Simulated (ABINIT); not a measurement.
# Calculated records

```
CsPbBr3 (Pm-3m): a self-consistent loop beyond G0W0, cycle by cycle
1.0
     5.94863    0.00000    0.00000
     0.00000    5.94863    0.00000
     0.00000    0.00000    5.94863
Cs Pb Br
1 1 3
Direct
  0.00000 0.00000 0.00000
  0.50000 0.50000 0.50000
  0.50000 0.50000 0.00000
  0.50000 0.00000 0.50000
  0.00000 0.50000 0.50000
# method: RPA screening on PBE from quasiparticle energies, plane waves, norm-conserving pseudopotentials (and 5 further levels or steps)
# program: ABINIT 10.8.3
# settings: cutoff 34 Ha, PseudoDojo scalar-relativistic 0.4 stringent, norm-conserving, potential set dojo-sr-pbe-0.4-stringent, ngkpt (2, 2, 2), nband 235, ecuteps 4.8 Ha, gwcalctyp 10, inclvkb 2, shiftk (0, 0, 0), symchi 1, awtr 1, frequency ppm, cycle 2, q points all but q = 0, 2×2×2 k-mesh
# cost: 13 runs, 2.3 h in all on 4 MPI ranks of Arm Neoverse V1, shared host
# notes: The cell and positions are those that the Materials Project relaxed with its own functionals (PBE, PBE+U or r2SCAN), kept fixed. Limits: no spin-orbit coupling. The first cycle of evGW0 takes the full correction, without the factor Z, so it overshoots the one-shot value. Against experiment, by evGW, cycle 2: the direct gap of 4.14 eV lies +1.75 eV from the measured 2.39 eV (exciton, 2018). An exciton line or allowed optical edge lies below the quasiparticle gap by the binding energy; a forbidden edge can push the onset above it. These are gaps on the mesh, at modest bands and cutoff. The calculation has static nuclei and no excitons; a measured gap holds zero-point and thermal motion, which in such lone-pair compounds can raise it as well as lower it. With atoms this heavy the missing spin-orbit coupling may be the largest error. The 2×2×2 mesh is coarse for this cell, which bears on the long-range parts of exchange and screening.
# G0W0: 3.395 eV
# evGW0, cycle 1: 3.805 eV
# evGW0, cycle 2: 3.643 eV
# evGW0, cycle 3: 3.655 eV
# evGW0, cycle 4: 3.654 eV
# evGW, cycle 1: 4.085 eV
# evGW, cycle 2: 4.137 eV
# known limits: short of the basis limit; no spin-orbit coupling; coarse k mesh
```

[Long decimals in the printed logs are rounded to 6 places.]

[Logs are printed without paths, hosts, clocks, repeated set-up lines and the standing remarks that a program may print on its own settings, such as how far it seeks lower states.]

[Paths, hosts, dates, memory and timing lines, banners, echoed tables and standing remarks are left out of the program output; an Ansatz launch command may be rebuilt from the run's recorded settings. Measured values are a selection of at most five: reports struck by readers or far from the other reports are left out. None is set beside runs whose start may be inverted or whose files or cutoffs have a known fault.]

[Runs of the session that timed out or met a known fault of the program may be left out.]

[Hosts, paths, dates, database ids (printed as entryN), source tags and the programs' standing remarks are cut or masked in the printed files.]

[G0W0 gaps are taken among the corrected bands and points alone; a level outside them can change the order at an edge.]

[Where Ansatz stands beside ABINIT at settings called matched, ABINIT's density can come from a denser mesh and the files from another edition; pairs whose starting gaps differed by over 0.03 eV were left out, so agreement reads better than it is.]
